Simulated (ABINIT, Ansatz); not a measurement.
# LaBiS2O (P4/nmm): changed settings of a GW run in ABINIT, part 2 of 2

Aim: change inputs of a GW run on LaBiS2O (P4/nmm) and see what moves.

ABINIT 10.8.3; PBEsol and many-body steps on it, plane waves. Known limits of the many-body steps: not at the basis limit; exchange with frozen shells missing; mesh may overstate the screening; no spin-orbit coupling; coarse k mesh.

So far. Step 2 (Screening, 4×4×1 mesh, 120 bands, screening to 98 eV): Local fields lower ε∞ by 9 %. On a Γ-centred mesh this coarse the value itself is usually too large, while a short band sum pulls it down. Step 3 (Base): The gap on the mesh goes from 0.85 eV to 1.00 eV, a correction of +0.14 eV.

## (5) Screening cutoff above the file's

Level of this step: G0W0 on PBEsol, plane waves, norm-conserving pseudopotentials (ABINIT).

Input file run.abi:

```
acell 3*1.0 Angstrom
rprim 
  4.055497000000 0.000000000000 0.000000000000
  0.000000000000 4.055497000000 0.000000000000
  0.000000000000 0.000000000000 14.173265000000
ntypat 4
znucl 57 83 16 8
natom 10
typat 1 1 2 2 3 3 3 3 4 4
xred 
  0.500000000000 0.000000000000 0.587742000000
  0.000000000000 0.500000000000 0.412258000000
  0.000000000000 0.500000000000 0.867775000000
  0.500000000000 0.000000000000 0.132225000000
  0.500000000000 0.000000000000 0.890020000000
  0.000000000000 0.500000000000 0.109980000000
  0.000000000000 0.500000000000 0.690201000000
  0.500000000000 0.000000000000 0.309799000000
  0.000000000000 0.000000000000 0.500000000000
  0.500000000000 0.500000000000 0.500000000000
pp_dirpath "pseudos"
pseudos "La.upf, Bi.upf, S.upf, O.upf"
ecut 50
ngkpt 4 4 1
nshiftk 1
shiftk 0 0 0
kptopt 1
chksymbreak 0
istwfk *1
occopt 1
irdwfk 1
optdriver 4
nband 120
gwcalctyp 0
ecutsigx 50
symsigma 1
nkptgw 2
kptgw 
  0.5000000000 0.0000000000 0.0000000000
  0.0000000000 0.0000000000 0.0000000000
bdgw 
  43 46
  43 46
ecuteps 14.4
irdscr 1
ppmodel 1
indata_prefix "in"
outdata_prefix "out"
tmpdata_prefix "tmp"
gwmem 10
```

Launch:

```
OMP_NUM_THREADS=1 mpirun -n 4 abinit run.abi > log
```

Output:

```text
.Version 10.8.3 of ABINIT. v10.8.2 released Aug 2026.

 Symmetries : space group P4/n m m (#129); Bravais tP (primitive tetrag.)
[... echo of the input left out ...]
== DATASET  1 ==================================================================
-   mpi_nproc: 4, omp_nthreads: 1 (-1 if OMP is not activated)

--- !DatasetInfo
iteration_state: {dtset: 1, }
dimensions: {natom: 10, nkpt: 6, mband: 120, nsppol: 1, nspinor: 1, nspden: 1, mpw: 26636, }
cutoff_energies: {ecut:  50.0, pawecutdg:  -1.0, }
electrons: {nelect:   8.80000000E+01, charge:   0.00000000E+00, occopt:   1.00000000E+00, tsmear:   1.00000000E-02, }

 SIGMA: Calculation of the GW corrections

 Based on a program developped by R.W. Godby, V. Olevano, G. Onida, and L. Reining.
 Incorporated in ABINIT by V. Olevano, G.-M. Rignanese, and M. Torrent.
.Using double precision arithmetic ; gwpc =  8

[... cell and pseudopotentials left out ...]
--------------------------------------------------------------------------------

 ==== K-mesh for the wavefunctions ====
 Number of points in the irreducible wedge :     6
[... list of points left out ...]
 Together with 16 symmetry operations and time-reversal symmetry
 yields    16 points in the full Brillouin Zone.

 ==== Q-mesh for screening function ====
 Number of points in the irreducible wedge :     6
[... list of points left out ...]
 Together with 16 symmetry operations and time-reversal symmetry
 yields    16 points in the full Brillouin Zone.

 vcoul_init : cutoff-mode = AUXILIARY_FUNCTION
 q-points for optical limit:   1
     1)      0.000010    0.000020    0.000030
 setmesh: FFT mesh size selected  =    50x   50x  180
          total number of points  =       450000

 Number of electrons calculated from density =   88.0000; Expected =   88.0000
[...]
number of omega for Sigma on real axis              0
 max omega for Sigma on real axis  [eV]           0.00
 zcut for avoiding poles [eV]                     0.10

 EPSILON^-1 parameters (SCR file):
 dimension of the eps^-1 matrix on file            523
 dimension of the eps^-1 matrix used               523
 number of plane-waves for wavefunctions         26549
 number of bands                                   120
 number of q-points in IBZ                           6
 number of frequencies                               2
 number of real frequencies                          1
 number of imag frequencies                          1

 matrix elements of self-energy operator (all in [eV])

 Perturbative Calculation

--- !SelfEnergy_ee
iteration_state: {dtset: 1, }
kpoint     : [   0.500,    0.000,    0.000, ]
spin       : 1
KS_gap     :    0.851
QP_gap     :    0.996
Delta_QP_KS:    0.145
data: !SigmaeeData |
     Band     E0 <VxcDFT>   SigX SigC(E0)      Z dSigC/dE  Sig(E)    E-E0       E
       43   4.386 -13.203 -14.865   2.100   0.780  -0.281 -12.862   0.342   4.728
       44   4.386 -13.203 -14.865   2.100   0.780  -0.281 -12.862   0.342   4.728
       45   5.237 -11.361  -8.791  -1.960   0.799  -0.252 -10.874   0.487   5.724
[...]
--- !SelfEnergy_ee
iteration_state: {dtset: 1, }
kpoint     : [   0.000,    0.000,    0.000, ]
spin       : 1
KS_gap     :    3.422
QP_gap     :    5.300
Delta_QP_KS:    1.879
data: !SigmaeeData |
     Band     E0 <VxcDFT>   SigX SigC(E0)      Z dSigC/dE  Sig(E)    E-E0       E
[...]
45   7.794 -11.741  -4.681  -4.398   0.783  -0.276  -9.655   2.086   9.880
       46   8.068 -12.287  -8.035  -2.898   0.791  -0.264 -11.215   1.072   9.140

== END DATASET(S) ==============================================================
================================================================================

 -outvars: echo values of variables after computation  --------
           etotal      0.0000000000E+00
            nband         120
             nkpt           6
          spgroup         129
 [... the other variables as echoed above ...]

 Calculation completed.
```

The job ended after 34 s (4 MPI ranks of Arm Neoverse V2, shared host; peak memory 1.7 GiB; 2.3 min of CPU time).

The run ended normally, though the input holds a fault or crude settings.

The fault put into this input: screening cutoff above the file's. It printed a gap of 1.00 eV, the value of the sound run: the program fell back on what its files hold, so an unchanged gap is no proof of convergence.

## (6) Side by side

Times are wall times on 4 MPI ranks of Arm Neoverse V2, shared host, good to a factor of about two. A run's time includes the screening step that it read.

| run | mesh | bands | screening cutoff (eV) | DFT gap (eV) | gap on the mesh (eV) | direct (eV) | ε∞ used | time |
| --- | --- | --- | --- | --- | --- | --- | --- | --- |
| base | 4×4×1 | 120 | 98 | 0.851 | 0.996 | 0.996 | 25.01 | 5.4 min |
| scissors in G | 4×4×1 | 120 | 98 | 0.851 | 1.082 | 1.082 | 25.01 | 5.4 min |

## (7) Summary of results

```json
{
  "base": "0.996 eV",
  "scissors in G": "1.082 eV",
  "known limits": "not at the basis limit; exchange with frozen shells missing; mesh may overstate the screening; no spin-orbit coupling; coarse k mesh"
}
```

Scissors in G: +0.086 eV against base (keys changed: mbpt_sciss). Bands and cutoff are finite, so the gap is not at the basis limit. The miss can reach some tenths of an eV and take either sign; the mesh is an error of its own. In the G0W0 runs levels were corrected at 2 k points alone, so a gap called «on the mesh» is the least over those, and an edge elsewhere would be missed. The 4×4×1 mesh is coarse for this cell, which bears on the long-range parts of exchange and screening. Where an edge is built on 6p states of lead, bismuth or thallium, scalar-relativistic gaps usually stand too wide, by a few tenths to over one eV. The norm-conserving file of at least one element keeps a d shell over frozen s and p shells of the same row. Exchange with those shells is missing from the self-energy, an error of 0.3 to 0.9 eV in cases checked, whose sign depends on which edge lies on those atoms. For the PBEsol start: The RPA ε∞ on this mesh reaches over 25; with a narrow direct gap a coarse mesh can overstate it, and the correction is then too small. The many-body steps are scalar-relativistic: spin-orbit coupling is not in them.

[Paths, hosts, dates, memory and timing lines, banners, echoed tables and standing remarks are left out of the program output.]

[Logs are printed without paths, hosts, clocks, repeated set-up lines and the standing remarks that a program may print on its own settings, such as how far it seeks lower states.]

[Runs of the session that timed out or met a known fault of the program may be left out.]

[Hosts, paths, dates, database ids (printed as entryN), source tags and the programs' standing remarks are cut or masked in the printed files.]

[G0W0 gaps are taken among the corrected bands and points alone; a level outside them can change the order at an edge.]

[Where Ansatz stands beside ABINIT at settings called matched, ABINIT's density can come from a denser mesh and the files from another edition; pairs whose starting gaps differed by over 0.03 eV were left out, so agreement reads better than it is.]
